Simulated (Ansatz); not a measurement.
**Au(111) with 4 thermally displaced layers, 2x2: scattering by thermal displacements**

Wanted: the phonon-limited resistivity of Au at 180 K by the Landauer route.

Main program and level: Ansatz 0.2.0; Ansatz plane-wave DFT, PBE, PAW files; ballistic transport by layer matching (Landauer), zero bias; PAW set soft_1.

### 1. The structure

The cell holds 40 atoms: 40 Au. Its edges and angles: a = 5.768 Å, b = 5.768 Å, c = 23.605 Å, α = 93.5°, β = 86.5°, γ = 120.0°. It derives from Au. Regions: lead, 24 atoms (24 Au); scattering region, 16 atoms (16 Au). The structure is stacked along c, and the current runs across the ab planes.

### 2. With 4 displaced layers

Each atom of 4 layers is moved at random, by amounts drawn from a normal law 0.0707 Å wide in each direction from the Debye model (165 K) at 180 K. The layers about the cell's end stay perfect and serve as the lead. Disorder leaves little or no symmetry, which makes such runs dear. Energies from -0.05 to 0.05 eV in steps of 0.05 eV are too few for the program's thermal sum, so it prints no conductance; for a metal the transmission near the Fermi level serves, at a fraction of the cost.

input.yaml reads:

```yaml
crystal:
  lattice:
    - [5.7675164607, 0.0, 0.0]
    - [-2.8837582304, 4.9948157718, 0.0]
    - [1.4418791152, -0.8324692953, 23.5457873532]
  atoms:
    - { symbol: Au, position: [0.9916666667, 0.0083333333, 0.05] }
    - { symbol: Au, position: [0.9916666667, 0.5083333333, 0.05] }
    - { symbol: Au, position: [0.4916666667, 0.0083333333, 0.05] }
    - { symbol: Au, position: [0.4916666667, 0.5083333333, 0.05] }
    - { symbol: Au, position: [0.1416666667, 0.3583333333, 0.15] }
    - { symbol: Au, position: [0.1416666667, 0.8583333333, 0.15] }
    - { symbol: Au, position: [0.6416666667, 0.3583333333, 0.15] }
    - { symbol: Au, position: [0.6416666667, 0.8583333333, 0.15] }
    - { symbol: Au, position: [0.2916666667, 0.2083333333, 0.25] }
    - { symbol: Au, position: [0.2916666667, 0.7083333333, 0.25] }
    - { symbol: Au, position: [0.7916666667, 0.2083333333, 0.25] }
    - { symbol: Au, position: [0.7916666667, 0.7083333333, 0.25] }
    - { symbol: Au, position: [0.9510957812, 0.0781919267, 0.3536772183] }
    - { symbol: Au, position: [0.9335667069, 0.5538519929, 0.3484165319] }
    - { symbol: Au, position: [0.4478796446, 0.0579135565, 0.35224252] }
    - { symbol: Au, position: [0.4301574777, 0.5804578438, 0.349710463] }
    - { symbol: Au, position: [0.0992297298, 0.4062106809, 0.4488617586] }
    - { symbol: Au, position: [0.1032796888, 0.919902062, 0.4493919052] }
    - { symbol: Au, position: [0.595082055, 0.4176031072, 0.447386807] }
    - { symbol: Au, position: [0.5762347378, 0.9135883034, 0.4479866298] }
    - { symbol: Au, position: [0.2126008157, 0.2465773102, 0.5485960409] }
    - { symbol: Au, position: [0.2164604066, 0.7372274906, 0.5501100049] }
    - { symbol: Au, position: [0.751387062, 0.2546614993, 0.547767357] }
    - { symbol: Au, position: [0.7516117494, 0.7683348835, 0.5490992198] }
    - { symbol: Au, position: [0.9058269437, 0.1229905189, 0.6493786144] }
    - { symbol: Au, position: [0.8840313213, 0.6133778191, 0.6507432547] }
    - { symbol: Au, position: [0.3963756807, 0.0898204306, 0.6480135108] }
    - { symbol: Au, position: [0.3690579224, 0.5838535394, 0.6503796191] }
    - { symbol: Au, position: [0.0416666667, 0.4583333333, 0.75] }
    - { symbol: Au, position: [0.0416666667, 0.9583333333, 0.75] }
    - { symbol: Au, position: [0.5416666667, 0.4583333333, 0.75] }
    - { symbol: Au, position: [0.5416666667, 0.9583333333, 0.75] }
    - { symbol: Au, position: [0.1916666667, 0.3083333333, 0.85] }
    - { symbol: Au, position: [0.1916666667, 0.8083333333, 0.85] }
    - { symbol: Au, position: [0.6916666667, 0.3083333333, 0.85] }
    - { symbol: Au, position: [0.6916666667, 0.8083333333, 0.85] }
    - { symbol: Au, position: [0.8416666667, 0.1583333333, 0.95] }
    - { symbol: Au, position: [0.8416666667, 0.6583333333, 0.95] }
    - { symbol: Au, position: [0.3416666667, 0.1583333333, 0.95] }
    - { symbol: Au, position: [0.3416666667, 0.6583333333, 0.95] }
kpoints:
  mp_grid: { grid: [5, 5, 1] }
hamiltonian:
  xc: pbe
  pseudopotentials: { kind: paw, azcp: { folder: soft_1 } }
scf:
  occupations: { method: fermi_dirac, width: 0.1 }
output:
  transmission:
    leads: [[0, 4]]
    kmesh: [10, 10]
    e_range: [-0.05, 0.05]
    de: 0.05
  write_potential: true
  write_density: true
  volumetric_format: npy
```

Started as:

```console
$ ansatz run input.yaml --threads 4 --pin off --max-ram 15360MiB --backend cpu --events-out ev --progress --plain --runs-dir out
```

Numbers of over 12 decimals in the logs are rounded to 6 here.

The log of the run:

```text
Engine: ansatz 0.2.0, aarch64-unknown-linux-gnu
Pseudopotentials: kind: paw
Pseudopotential: Au, paw, valence charge 19, recommended cutoff 420 eV (normal), soft_1/Au.paw.azcp
Functional definition: PBE
  parameter kappa = 0.804
  parameter beta = 0.066725
  exchange = pbe_x(kappa = kappa, mu = beta*pi^2/3)
  correlation = pbe_c(beta = beta)
Crystal: 40 atoms, lattice volume = 678.300 Å³
Basis set: ecut = 420 eV, 13321 PW (Γ)
Bands: 456, of which v1, the nominal top of the filled ones, is band 380 counted from 1 (379 counted from 0)
Symmetry: 1 space group operations
Space group: P1 (ITA 1), of the structure as read, at distance tolerance 8.8e-5 Å
k-points: 13 of 25 (time reversal used)
Non-local potential: Au, projectors of the file, l = 0: 3, l = 1: 2, l = 2: 2, l = 3: 1
PAW form: soft (Blöchl's): semilocal exchange-correlation on the pseudo side does not see the compensation charge
PAW one-centre angular grid: Au, 590 points (default); XC on 64 Gauss nodes
Initial density: superposition of atomic densities (chi_scale 0.1, normalization cell)
Initial wavefunctions: pseudopotential atomic-orbital guess
Functional: x = pbe(κ = 0.804, μ = 0.219515), c = pbe(β = 0.066725)
SCF iter   1: F=—  HF=-526056.357819 eV  |F-HF|=—  |Δ(HF+E_count)|=         —  Δρ=6.75e-2  dr2=3.40e1  ethr=3.10e-3  ⟨swp⟩=4.0  Hψ=17658  notcnv=0  defer=86
preconditioner: auto → Kerker (q_TF=auto, 2.781 Å⁻¹)  [metal: Δε(μ)=0.011 eV  Ē_g=10.182 eV  σ=0.100 eV  W_gap=0.03  n_scr=260 (ndim 8)  ℏωp=29.9 eV  f_vac=0.000  D(μ)=18.57/eV (n_scr^D=122)]
SCF iter   2: F=—  HF=-526048.270377 eV  |F-HF|=—  |Δ(HF+E_count)|=    8.09e0  Δρ=3.10e-2  dr2=6.94e0  ethr=3.10e-3  ⟨swp⟩=2.8  Hψ=9745  notcnv=0  defer=714
SCF iter   3: F=—  HF=-526046.329013 eV  |F-HF|=—  |Δ(HF+E_count)|=    1.94e0  Δρ=7.44e-3  dr2=2.22e-1  ethr=9.13e-4  ⟨swp⟩=2.0  Hψ=8243  notcnv=0  defer=714
SCF iter   4: F=—  HF=-526046.390684 eV  |F-HF|=—  |Δ(HF+E_count)|=   6.17e-2  Δρ=1.28e-3  dr2=6.87e-3  ethr=2.93e-5  ⟨swp⟩=2.7  Hψ=11797  notcnv=0  defer=714
SCF iter   5: F=—  HF=-526046.394275 eV  |F-HF|=—  |Δ(HF+E_count)|=   3.59e-3  Δρ=2.85e-4  dr2=6.44e-4  ethr=9.04e-7  ⟨swp⟩=2.0  Hψ=7940  notcnv=0  defer=714
SCF iter   6: F=—  HF=-526046.394314 eV  |F-HF|=—  |Δ(HF+E_count)|=   3.92e-5  Δρ=8.06e-5  dr2=9.77e-5  ethr=8.47e-8  ⟨swp⟩=2.3  Hψ=8013  notcnv=0  defer=714
SCF iter   7: F=—  HF=-526046.394665 eV  |F-HF|=—  |Δ(HF+E_count)|=   3.51e-4  Δρ=3.24e-5  dr2=9.68e-6  ethr=1.29e-8  ⟨swp⟩=2.0  Hψ=9643  notcnv=0  defer=714
SCF iter   8: F=—  HF=-526046.394665 eV  |F-HF|=—  |Δ(HF+E_count)|=   4.35e-7  Δρ=6.16e-6  dr2=1.43e-6  ethr=1.27e-9  ⟨swp⟩=2.3  Hψ=8141  notcnv=0  defer=714
SCF iter   9: F=—  HF=-526046.394665 eV  |F-HF|=—  |Δ(HF+E_count)|=   1.48e-8  Δρ=1.78e-6  dr2=1.84e-7  ethr=1.88e-10  ⟨swp⟩=1.0  Hψ=5214  notcnv=0  defer=714
SCF iter  10: F=-526046.394665 eV  HF=-526046.394665 eV  |F-HF|=3.15e-8  |Δ(HF+E_count)|=   5.01e-9  Δρ=1.05e-6  dr2=3.36e-8  ethr=1.32e-11  ⟨swp⟩=8.5  Hψ=22394  notcnv=0
SCF 1 converged in 10 iterations: F = -526046.394665 eV  dr2 = 3.36e-8
  greatest PAW one-centre occupation: 1.000 electrons in one spin orbital (limit 2), on the Au atom at site 26 (counted from 0), in its partial waves of l = 0
transmission: 162 of 1560 steps passed
transmission: 315 of 1560 steps passed
[...]
transmission: 1560 of 1560 steps passed
SCF converged after 10 iterations
Free energy (F): -526046.394665 eV
Harris-Foulkes:  -526046.394665 eV  (|F-HF|=3.15e-8)
Internal energy: -526045.914901 eV  (E = F + TS)
E sigma→0 (E₀):  -526046.154783 eV
Entropy (-TS):   -0.479764 eV (-11.994 meV/atom)
Fermi energy:    20.732411 eV
--- Per-component energies (eV) ---
  E_band       = -8241.168155
  E_kinetic    = 23142.633858
  E_local      = -67942.767290  (includes V_loc(G=0)·N_el)
  E_nonlocal   = 3921.458246
  E_hartree    = 29479.505664
  E_xc         = -8624.564658
  E_vxc        = -10476.491204  (∫ρ·V_xc dr)
  E_paw        = -389264.834468  (= ΣΔE_a)
  E_vpaw       = -15845.080740  (= ΣTr[D̂ρ^β])
  E_aug_tail   = 0.067128  (compensation charges beyond the density's cutoff)
  E_ewald      = -116757.413381
  E_smearing   = -0.479764  (= −TS)
  E_closure    = 0.000000  (closes the sum)
  Σ components = -526046.394665   (vs F -526046.394665, Δ=0.00e0)
--- Band table (eV; the first three rows and the last of 13) ---
  k-point 0: bands = [... 376 lower, 20.7832, 21.2198, 21.2399, 21.2652, 21.2842, 21.5418, 21.5669, 21.6830, ... 72 higher]
  k-point 1: bands = [... 376 lower, 20.3412, 20.4321, 20.5025, 20.6525, 20.7662, 20.8576, 20.9683, 21.0575, ... 72 higher]
  k-point 2: bands = [... 376 lower, 20.5179, 20.5339, 20.5572, 20.5898, 20.6493, 20.8159, 20.8860, 21.0686, ... 72 higher]
  k-point 12: bands = [... 376 lower, 19.5207, 20.2074, 20.3702, 20.7167, 20.7620, 20.8131, 21.2671, 22.2517, ... 72 higher]
--- Transmission ---
  basis      : 253 plane waves across, 30 finite elements along
  points     : 52, standing for a mesh of 10 x 10
  energies   : 3 from -0.050000 to 0.050000 eV about the Fermi level, 0.050000 eV apart; the leads are filled to 0.000000 eV, and channels, transmission and decay are at 0.000000 eV
  crystal 0  : Au4, at the sites [0, 4], period 2.3546 Å, over 14.13 Å; its Hamiltonian steps by up to 4.3 meV
    offset         : up to 0.0000 Å between an atom of the period and one for which it stands
    channels       : 3.210000e0 a spin
    conductance    : none, the energies end too early or step too widely for 300 K: set another output.transmission.e_range or a lower de, or, where they end at an eighth of basis.ecutwfc, a higher one
  junction   : crystal 0 to crystal 0, 0.70 to 21.89 Å
    transmission   : 3.162442e0 a spin
    conductance    : none, the energies end too early or step too widely for 300 K: set another output.transmission.e_range or a lower de, or, where they end at an eighth of basis.ecutwfc, a higher one
```

The job ended after 13 min (4 threads of Arm Neoverse V2, shared host; peak memory 6.5 GiB).

Numbers from this step:

* free energy: -526046.3947 eV
* energy at zero smearing: -526046.1548 eV
* Fermi energy: 20.73 eV
* cell area: 28.81 Å²
* transmission per spin nearest the Fermi level: 3.162
* open channels per spin nearest the Fermi level: 3.21
* step of the lead's potential: 4.3 meV

Per spin. The transmission, zone mean stays at 3.16 for energy from -0.05 to 0.05 eV.

Per spin. The open channels, zone mean, lead stays at 3.21 for energy from -0.05 to 0.05 eV.

Transmission over k1 and k2. At 0.0000 eV from the Fermi level.

Values, 10 rows by 10 columns:
```
2.99 3.89 2.99 2.99 2.99 3.79 2.99 2.99 2.99 2.99
2.99 2.99 3.87 2.99 2.99 3.77 2.99 2.99 2.99 2.99
2.99 2.99 2.99 3.83 2.98 3.79 2.99 2.99 2.99 2.99
2.99 2.99 2.99 2.98 2.91 2.84 2.98 2.99 2.99 2.99
3.89 3.89 3.89 3.83 2.91 2.95 2.91 3.83 3.89 3.89
2.99 2.99 2.99 2.99 2.98 2.84 2.91 2.98 2.99 2.99
2.99 2.99 2.99 2.99 2.99 3.79 2.98 3.83 2.99 2.99
2.99 2.99 2.99 2.99 2.99 3.77 2.99 2.99 3.87 2.99
2.99 2.99 2.99 2.99 2.99 3.79 2.99 2.99 2.99 3.89
3.89 2.99 3.00 2.99 2.99 3.79 2.99 2.99 3.00 2.99
```
Columns: k1 (b1) from -0.5 to 0.4; rows upwards: k2 (b2) from -0.5 to 0.4.

Open channels over k1 and k2. At 0.0000 eV from the Fermi level.

Ten even steps from '0' (3.00) to '9' (4.00):
```
0900090000
0090090000
0009090000
0000000000
9999000999
0000000000
0000090900
0000090090
0000090009
9000090000
```
Columns: k1 (b1) from -0.5 to 0.4; rows upwards: k2 (b2) from -0.5 to 0.4.

Over the solved energies the transmission per spin lies between 3.16 and 3.16, out of 3.21 channels of the lead on average (up to 3.21).

### 3. With 8 displaced layers

Each atom of 8 layers is moved at random, by amounts drawn from a normal law 0.0707 Å wide in each direction from the Debye model (165 K) at 180 K. A fresh draw is used; the growth of the resistance with length is what counts.

System of this step: Au(111) with 8 thermally displaced layers, 2x2. The cell holds 56 atoms: 56 Au. Its edges and angles: a = 5.768 Å, b = 5.768 Å, c = 33.006 Å, α = 87.5°, β = 92.5°, γ = 120.0°. It derives from Au. Regions: lead, 24 atoms (24 Au); scattering region, 32 atoms (32 Au). The structure is stacked along c, and the current runs across the ab planes.

input.yaml reads:

```yaml
crystal:
  lattice:
    - [5.7675164607, 0.0, 0.0]
    - [-2.8837582304, 4.9948157718, 0.0]
    - [-1.4418791152, 0.8324692953, 32.9641022945]
  atoms:
    - { symbol: Au, position: [0.005952381, 0.994047619, 0.0357142857] }
    - { symbol: Au, position: [0.005952381, 0.494047619, 0.0357142857] }
    - { symbol: Au, position: [0.505952381, 0.994047619, 0.0357142857] }
    - { symbol: Au, position: [0.505952381, 0.494047619, 0.0357142857] }
    - { symbol: Au, position: [0.1845238095, 0.3154761905, 0.1071428571] }
    - { symbol: Au, position: [0.1845238095, 0.8154761905, 0.1071428571] }
    - { symbol: Au, position: [0.6845238095, 0.3154761905, 0.1071428571] }
    - { symbol: Au, position: [0.6845238095, 0.8154761905, 0.1071428571] }
    - { symbol: Au, position: [0.3630952381, 0.1369047619, 0.1785714286] }
    - { symbol: Au, position: [0.3630952381, 0.6369047619, 0.1785714286] }
    - { symbol: Au, position: [0.8630952381, 0.1369047619, 0.1785714286] }
    - { symbol: Au, position: [0.8630952381, 0.6369047619, 0.1785714286] }
    - { symbol: Au, position: [0.043403204, 0.9473812915, 0.2529717127] }
    - { symbol: Au, position: [0.0563250096, 0.4670695679, 0.2508615167] }
    - { symbol: Au, position: [0.5441740046, 0.9392611879, 0.2513166574] }
    - { symbol: Au, position: [0.5366692745, 0.4331891881, 0.2507442543] }
    - { symbol: Au, position: [0.2225423791, 0.2909804331, 0.3204869416] }
    - { symbol: Au, position: [0.2221276368, 0.7849277999, 0.3195493065] }
    - { symbol: Au, position: [0.7270086869, 0.2781002339, 0.3224847688] }
    - { symbol: Au, position: [0.7217449174, 0.7949195639, 0.3227265112] }
    - { symbol: Au, position: [0.4015499727, 0.1096848447, 0.3955588628] }
    - { symbol: Au, position: [0.4099446442, 0.5786025753, 0.3947511417] }
    - { symbol: Au, position: [0.9034860927, 0.1002218027, 0.39069821] }
    - { symbol: Au, position: [0.9054930753, 0.5831293204, 0.3940730362] }
    - { symbol: Au, position: [0.0819098645, 0.9000856287, 0.4636369227] }
    - { symbol: Au, position: [0.0636015099, 0.4255320658, 0.4675335021] }
    - { symbol: Au, position: [0.5893958264, 0.8976573125, 0.4630526563] }
    - { symbol: Au, position: [0.5973324442, 0.4448227646, 0.465189059] }
    - { symbol: Au, position: [0.2489031677, 0.2482591276, 0.5356786435] }
    - { symbol: Au, position: [0.2483956108, 0.7335135703, 0.5365448181] }
    - { symbol: Au, position: [0.7589889724, 0.2428107716, 0.5352388451] }
    - { symbol: Au, position: [0.7371929394, 0.7367351066, 0.5383016846] }
    - { symbol: Au, position: [0.4224763372, 0.0446218831, 0.6100047551] }
    - { symbol: Au, position: [0.4559647734, 0.5952914882, 0.6072769232] }
    - { symbol: Au, position: [0.9190966141, 0.0445131871, 0.6099820125] }
    - { symbol: Au, position: [0.959978929, 0.5540880586, 0.6057550878] }
    - { symbol: Au, position: [0.114430082, 0.8752488483, 0.6779911786] }
    - { symbol: Au, position: [0.1105568708, 0.3892303961, 0.6809194188] }
    - { symbol: Au, position: [0.6197187279, 0.9000610038, 0.6776709185] }
    - { symbol: Au, position: [0.6014628928, 0.357158811, 0.6754618135] }
    - { symbol: Au, position: [0.2974535092, 0.1997731361, 0.7512437081] }
    - { symbol: Au, position: [0.3079624119, 0.7267585385, 0.7517411445] }
    - { symbol: Au, position: [0.8030926858, 0.207002344, 0.7485024304] }
    - { symbol: Au, position: [0.7788417808, 0.7018294566, 0.7475769245] }
    - { symbol: Au, position: [0.4702380952, 0.0297619048, 0.8214285714] }
    - { symbol: Au, position: [0.4702380952, 0.5297619048, 0.8214285714] }
    - { symbol: Au, position: [0.9702380952, 0.0297619048, 0.8214285714] }
    - { symbol: Au, position: [0.9702380952, 0.5297619048, 0.8214285714] }
    - { symbol: Au, position: [0.1488095238, 0.8511904762, 0.8928571429] }
    - { symbol: Au, position: [0.1488095238, 0.3511904762, 0.8928571429] }
    - { symbol: Au, position: [0.6488095238, 0.8511904762, 0.8928571429] }
    - { symbol: Au, position: [0.6488095238, 0.3511904762, 0.8928571429] }
    - { symbol: Au, position: [0.3273809524, 0.1726190476, 0.9642857143] }
    - { symbol: Au, position: [0.3273809524, 0.6726190476, 0.9642857143] }
    - { symbol: Au, position: [0.8273809524, 0.1726190476, 0.9642857143] }
    - { symbol: Au, position: [0.8273809524, 0.6726190476, 0.9642857143] }
kpoints:
  mp_grid: { grid: [5, 5, 1] }
hamiltonian:
  xc: pbe
  pseudopotentials: { kind: paw, azcp: { folder: soft_1 } }
scf:
  occupations: { method: fermi_dirac, width: 0.1 }
output:
  transmission:
    leads: [[0, 4]]
    kmesh: [10, 10]
    e_range: [-0.05, 0.05]
    de: 0.05
  write_potential: true
  write_density: true
  volumetric_format: npy
```

The log of the run:

```text
[...]
Crystal: 56 atoms, lattice volume = 949.619 Å³
Basis set: ecut = 420 eV, 18659 PW (Γ)
Bands: 639, of which v1, the nominal top of the filled ones, is band 532 counted from 1 (531 counted from 0)
Symmetry: 1 space group operations
[...]
k-points: 13 of 25 (time reversal used)
[...]
SCF iter   1: F=—  HF=-736478.096713 eV  |F-HF|=—  |Δ(HF+E_count)|=         —  Δρ=6.74e-2  dr2=4.75e1  ethr=3.10e-3  ⟨swp⟩=4.0  Hψ=24715  notcnv=0  defer=156
[...]
SCF iter  11: F=-736464.163324 eV  HF=-736464.163324 eV  |F-HF|=1.28e-8  |Δ(HF+E_count)|=   2.91e-9  Δρ=5.90e-7  dr2=1.49e-8  ethr=9.40e-12  ⟨swp⟩=2.0  Hψ=15255  notcnv=0
SCF 1 converged in 11 iterations: F = -736464.163324 eV  dr2 = 1.49e-8
[...]
transmission: 230 of 2288 steps passed
transmission: 458 of 2288 steps passed
[...]
transmission: 2288 of 2288 steps passed
SCF converged after 11 iterations
Free energy (F): -736464.163324 eV
[...]
Internal energy: -736463.496603 eV  (E = F + TS)
E sigma→0 (E₀):  -736463.829963 eV
Entropy (-TS):   -0.666721 eV (-11.906 meV/atom)
Fermi energy:    20.727672 eV
[...]
--- Band table (eV; the first three rows and the last of 13) ---
  k-point 0: bands = [... 528 lower, 20.8681, 21.1582, 21.2095, 21.3990, 21.4182, 21.4435, 21.4855, 21.5775, ... 103 higher]
  k-point 1: bands = [... 528 lower, 20.4018, 20.4888, 20.6063, 20.6902, 20.7661, 20.7771, 20.8342, 20.9117, ... 103 higher]
  k-point 2: bands = [... 528 lower, 20.5066, 20.5349, 20.5661, 20.6347, 20.7312, 20.7687, 20.8605, 20.9992, ... 103 higher]
  k-point 12: bands = [... 528 lower, 19.9186, 19.9426, 20.1546, 20.8064, 20.9762, 21.1705, 21.1898, 21.2994, ... 103 higher]
--- Transmission ---
  basis      : 253 plane waves across, 44 finite elements along
  points     : 52, standing for a mesh of 10 x 10
[...]
channels       : 3.210000e0 a spin
[...]
junction   : crystal 0 to crystal 0, 0.70 to 31.31 Å
    transmission   : 3.105540e0 a spin
[...]
```

It took 22 min on 4 threads; peak memory 8.1 GiB.

Numbers from this step:

```yaml
free_energy: -736464.1633 eV
energy_at_zero_smearing: -736463.8300 eV
transmission_per_spin_nearest_the_fermi_level: 3.106
step_of_the_lead_s_potential: 3.6 meV
```

Per spin. Table of transmission, zone mean by energy, zero at the Fermi level:

| energy (eV) | transmission, zone mean |
| --- | --- |
| -0.0500 | 3.10 |
| 0.0000 | 3.11 |
| 0.0500 | 3.10 |

Over the solved energies the transmission per spin lies between 3.10 and 3.11, out of 3.21 channels of the lead on average (up to 3.21).

(Part 1 of 2 ends here.)

[Logs are printed without paths, hosts, clocks, repeated set-up lines and the standing remarks that a program may print on its own settings, such as how far it seeks lower states.]

[Hosts, paths, dates, database ids (printed as entryN), source tags and the programs' standing remarks are cut or masked in the printed files.]
